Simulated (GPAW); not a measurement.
# Ti2NOS MXene monolayer: work function by functional and basis, part 3 of 3

Aim: the work function of both faces of Ti2NOS MXene monolayer, and its spread over functionals and bases.

GPAW 26.7.0; GPAW, PAW setups; layer in a repeated cell with vacuum, relaxation of atoms and in-plane cell (the session's first sound run).

So far, upper work function (eV): step 3 (plane waves, PBE) 5.67; step 4 (self-consistent run: xc = "vdW-DF2", GPAW, PAW setups, GPAW) 6.24; step 5 (self-consistent run: xc = "LDA") 6.09; step 6 (self-consistent run: xc = "RPBE") 5.50; step 7 (OptPBE vdW: xc = "optPBE-vdW", GPAW, PAW setups, GPAW) 5.95.

## Step 8: Self-consistent run: xc = "revPBE"

The same geometry under revPBE, to see how far the functional moves the levels against the vacuum.

Input file run.py:

```python
import json
import numpy as np
from ase import Atoms
from gpaw import GPAW, PW

slab = Atoms(
    ['S', 'Ti', 'N', 'Ti', 'O'],
    positions=[
        [0.00000, 1.76154, 9.00000],
        [1.52554, 0.88077, 10.59020],
        [0.00000, 0.00000, 11.80525],
        [0.00000, 1.76154, 13.05813],
        [1.52554, 0.88077, 13.98159]],
    cell=[[3.05109, -0.0, 0.0], [-1.52554, 2.64232, 0.0], [0.0, 0.0, 22.9816]],
    pbc=[True, True, False])

slab.calc = GPAW(mode=PW(500), xc='revPBE', kpts={'size': (12, 12, 1), 'gamma': True},
                 occupations={'name': 'fermi-dirac', 'width': 0.05}, nbands='160%',
                 convergence={'density': 1e-05}, maxiter=200,
                 poissonsolver={'dipolelayer': 'xy'},
                 symmetry={'tolerance': 1e-3}, txt='slab.txt')
result = {}
energy = slab.get_potential_energy()
fermi = slab.calc.get_fermi_level()
v = slab.calc.get_electrostatic_potential().mean((0, 1)) - fermi
n = slab.calc.get_pseudo_density().mean((0, 1))
L = slab.cell[2, 2]
z = np.arange(len(v)) * L / len(v)
low, high = slab.positions[:, 2].min(), slab.positions[:, 2].max()
below, above = np.interp([low - 6.8, high + 6.8], z, v)
slopes = [np.interp(x, z, np.gradient(v, z)) for x in (low - 6.8, high + 6.8)]
eps = np.array([[slab.calc.get_eigenvalues(k, s) for k in range(len(slab.calc.get_ibz_k_points()))]
                for s in range(slab.calc.get_number_of_spins())]) - fermi
top, bottom = eps[eps < 0].max(), eps[eps > 0].min()
dipole = slab.get_dipole_moment()[2]
print(f'energy {energy:.4f} eV, Fermi level {fermi:.4f} eV, dipole {dipole:.5f} e A')
print(f'potential 6.8 A off the faces, from the Fermi level: lower {below:.4f} eV, upper {above:.4f} eV')
print(f'slope of the potential there: lower {slopes[0]:.5f}, upper {slopes[1]:.5f} eV/A')
print(f'nearest levels on the mesh: {top:.4f} and {bottom:.4f} eV')
print('magnetic moment', round(slab.get_magnetic_moment(), 3))
result.update(energy=energy, fermi=fermi, dipole=dipole, below=below, above=above, slopes=slopes, edges=[top, bottom],
              z=z.tolist(), v=v.tolist(), n=n.tolist(), positions=slab.positions.tolist(),
              forces=slab.get_forces(apply_constraint=False).tolist(), moments=slab.get_magnetic_moments().tolist())
json.dump(result, open('result.json', 'w'))
```

The run is started by

```console
OMP_NUM_THREADS=1 OPENBLAS_NUM_THREADS=1 python run.py
```

Wall time 76 s (1 thread of Arm Neoverse V1, shared host); peak memory 0.26 GiB.

Numbers from this step:

```yaml
dipole_along_the_normal: -0.001387 e·Å
levels_nearest_the_fermi_level_on_the_mesh: -0.02905, 0.1085 eV from the Fermi level
upper_work_function: 5.519 eV
lower_work_function: 5.495 eV
```

The electrostatic potential energy of an electron (without an applied field's), less the Fermi level, planar mean oscillates, so the rows of the table below give means over windows of 0.5 Å about each position, cut where the curve ends. Its maxima inside the range that stand out by 2 % of the span (Å: eV): 9.77: -4.97, 11.30: -7.14, 12.26: -6.82, 13.69: -11.8. Its minima: 9.00: -20.6, 10.63: -18.8, 11.78: -13.7, 13.02: -19.4, 13.88: -13.1.

Table of electrostatic potential energy of an electron (without an applied field's), less the Fermi level, planar mean by z; means over each step:

```
z (Å)  electrostatic potential energy of an electron (without an applied field's), less the Fermi level, planar mean (eV)
  0.0                                                                                                                5.50
  0.5                                                                                                                5.50
  1.0                                                                                                                5.50
  1.5                                                                                                                5.50
  2.0                                                                                                                5.50
  2.5                                                                                                                5.49
  3.0                                                                                                                5.49
  3.5                                                                                                                5.49
  4.0                                                                                                                5.49
  4.5                                                                                                                5.49
  5.0                                                                                                                5.49
  5.5                                                                                                                5.49
  6.0                                                                                                                5.49
  6.5                                                                                                                5.47
  7.0                                                                                                                5.39
  7.5                                                                                                                4.99
  8.0                                                                                                                2.97
  8.5                                                                                                               -5.74
  9.0                                                                                                               -18.1
  9.5                                                                                                               -8.53
 10.0                                                                                                               -7.93
 10.5                                                                                                               -17.2
 11.0                                                                                                               -12.0
 11.5                                                                                                               -9.26
 12.0                                                                                                               -10.5
 12.5                                                                                                               -9.59
 13.0                                                                                                               -18.0
 13.5                                                                                                               -13.7
 14.0                                                                                                               -10.8
 14.5                                                                                                               0.595
 15.0                                                                                                                4.75
 15.5                                                                                                                5.39
 16.0                                                                                                                5.49
 16.5                                                                                                                5.51
 17.0                                                                                                                5.52
 17.5                                                                                                                5.52
 18.0                                                                                                                5.52
 18.5                                                                                                                5.52
 19.0                                                                                                                5.52
 19.5                                                                                                                5.52
 20.0                                                                                                                5.52
 20.5                                                                                                                5.52
 21.0                                                                                                                5.52
 21.5                                                                                                                5.52
 22.0                                                                                                                5.52
 22.5                                                                                                                5.52
```

The upper face's work function is 5.519 eV, against 5.673 eV in the first plane-wave PBE run at this geometry.

## Step 9: Real-space grid: mode = "fd"

A real-space grid is a second complete basis, so it checks the plane-wave result.

Changes to run.py since step 8:

```diff
@@ -3,3 +3,3 @@
 from ase import Atoms
-from gpaw import GPAW, PW
+from gpaw import GPAW
 
@@ -16,3 +16,3 @@
 
-slab.calc = GPAW(mode=PW(500), xc='revPBE', kpts={'size': (12, 12, 1), 'gamma': True},
+slab.calc = GPAW(mode='fd', h=0.18, xc='PBE', kpts={'size': (12, 12, 1), 'gamma': True},
                  occupations={'name': 'fermi-dirac', 'width': 0.05}, nbands='160%',
```

Elapsed: 4.1 min, on 1 thread; peak memory 0.68 GiB.

This step gave:

```
dipole along the normal                    : -0.003734 e·Å
levels nearest the Fermi level on the mesh : -0.02954, 0.1054 eV from the Fermi level
upper work function                        : 5.675 eV
lower work function                        : 5.591 eV
```

The electrostatic potential energy of an electron (without an applied field's), less the Fermi level, planar mean oscillates, so the rows of the table below give means over windows of 0.5 Å about each position, cut where the curve ends. Its maxima inside the range that stand out by 2 % of the span (Å: eV): 9.79: -4.93, 11.31: -6.97, 12.30: -6.67, 13.65: -11.6. Its minima: 8.98: -20.4, 10.59: -18.7, 11.76: -13.3, 13.11: -19.2, 13.91: -13.0.

The electrostatic potential energy of an electron (without an applied field's), less the Fermi level, planar mean by z; means over each step:

```
z (Å)  electrostatic potential energy of an electron (without an applied field's), less the Fermi level, planar mean (eV)
  0.0                                                                                                                5.60
  0.5                                                                                                                5.59
  1.0                                                                                                                5.59
  1.5                                                                                                                5.59
  2.0                                                                                                                5.59
  2.5                                                                                                                5.59
  3.0                                                                                                                5.59
  3.5                                                                                                                5.59
  4.0                                                                                                                5.59
  4.5                                                                                                                5.59
  5.0                                                                                                                5.59
  5.5                                                                                                                5.59
  6.0                                                                                                                5.59
  6.5                                                                                                                5.57
  7.0                                                                                                                5.49
  7.5                                                                                                                5.08
  8.0                                                                                                                3.06
  8.5                                                                                                               -5.67
  9.0                                                                                                               -18.2
  9.5                                                                                                               -8.38
 10.0                                                                                                               -7.86
 10.5                                                                                                               -17.1
 11.0                                                                                                               -11.9
 11.5                                                                                                               -9.08
 12.0                                                                                                               -10.3
 12.5                                                                                                               -9.43
 13.0                                                                                                               -17.9
 13.5                                                                                                               -13.6
 14.0                                                                                                               -10.7
 14.5                                                                                                               0.746
 15.0                                                                                                                4.90
 15.5                                                                                                                5.55
 16.0                                                                                                                5.65
 16.5                                                                                                                5.67
 17.0                                                                                                                5.67
 17.5                                                                                                                5.67
 18.0                                                                                                                5.67
 18.5                                                                                                                5.67
 19.0                                                                                                                5.67
 19.5                                                                                                                5.67
 20.0                                                                                                                5.67
 20.5                                                                                                                5.67
 21.0                                                                                                                5.67
 21.5                                                                                                                5.67
 22.0                                                                                                                5.67
 22.5                                                                                                                5.67
```

The upper face's work function is 5.675 eV, against 5.673 eV in the first plane-wave PBE run at this geometry.

## Step 10: Atomic orbitals: mode = "lcao"

Atom-centred orbitals end a few angstrom from the surface, which tests how much the density's tail matters.

Changes to run.py since step 9:

```diff
@@ -16,4 +16,4 @@
 
-slab.calc = GPAW(mode='fd', h=0.18, xc='PBE', kpts={'size': (12, 12, 1), 'gamma': True},
-                 occupations={'name': 'fermi-dirac', 'width': 0.05}, nbands='160%',
+slab.calc = GPAW(mode='lcao', basis='dzp', h=0.18, xc='PBE', kpts={'size': (12, 12, 1), 'gamma': True},
+                 occupations={'name': 'fermi-dirac', 'width': 0.05}, nbands='120%',
                  convergence={'density': 1e-05}, maxiter=200,
```

Elapsed: 6.8 min, on 1 thread; peak memory 0.33 GiB.

This step gave:

- dipole along the normal: -0.01065 e·Å
- levels nearest the Fermi level on the mesh: -0.03283, 0.1131 eV from the Fermi level
- upper work function: 5.847 eV
- lower work function: 5.607 eV

The upper face's work function is 5.847 eV, against 5.673 eV in the first plane-wave PBE run at this geometry.

## Step 11: All levels side by side

Times are for 1 thread of Arm Neoverse V1, shared host. Results by setting:

```
no.         run  upper work function (eV)  lower work function (eV)     time  memory (GiB)
  1          pw                     5.673                     5.596     75 s          0.26
  2     vdW DF2                     6.238                     5.981  6.5 min          0.41
  3         LDA                     6.085                     5.858     71 s          0.26
  4        RPBE                     5.505                     5.494     76 s          0.26
  5  optPBE vdW                     5.950                     5.824     94 s          0.41
  6      revPBE                     5.519                     5.495     76 s          0.26
  7          fd                     5.675                     5.591  4.1 min          0.68
  8        lcao                     5.847                     5.607  6.8 min          0.33
```

## Step 12: Side by side

Results and costs are gathered.

This step: comparison of work functions, dipole and cost (GPAW 26.7.0).

Ladder, by row:

```
      step  code  work function, upper (eV)  work function, lower (eV)  dipole (e Å)  wall time (s)  peak memory (GiB)  threads
        pw  GPAW                      5.673                      5.596     -0.003738          75.28               0.26        1
   vdW-DF2  GPAW                      6.238                      5.981      -0.01174          392.1               0.41        1
       LDA  GPAW                      6.085                      5.858      -0.01041          70.59               0.26        1
      RPBE  GPAW                      5.505                      5.494      -7.84e-4          75.98               0.26        1
optPBE-vdW  GPAW                       5.95                      5.824     -0.005895          93.51               0.41        1
    revPBE  GPAW                      5.519                      5.495     -0.001387           76.4               0.26        1
        fd  GPAW                      5.675                      5.591     -0.003734          246.7               0.68        1
      lcao  GPAW                      5.847                      5.607      -0.01065          407.6               0.33        1
```

## Step 13: Summary of results

```
work function, upper and lower face : 5.673 and 5.596 eV
dipole along the normal             : -0.00374 e Å
```

**Reading.** With plane waves and PBE the work function is 5.67 eV on the upper face and 5.60 eV on the lower. The two faces differ by 0.077 eV, the step that the slab's dipole makes (e p/(ε0 A) gives 0.084 eV), so the dipole layer is needed. Over the sound runs of the table the upper face's work function spans 5.505 (RPBE) to 6.238 eV (vdW-DF2). Atomic orbitals miss the plane-wave value by 0.17 eV, since they describe the tail of the density in the vacuum poorly. The cell holds an odd number of electrons, so without spin polarisation it must come out metallic and without a moment, whatever its true state. The layer's cell and atoms come from the relaxation; spin-orbit coupling and temperature are left out.

[Logs are printed without paths, hosts, clocks, repeated set-up lines and the standing remarks that a program may print on its own settings, such as how far it seeks lower states.]

[Hosts, paths, dates, database ids (printed as entryN), source tags and the programs' standing remarks are cut or masked in the printed files.]
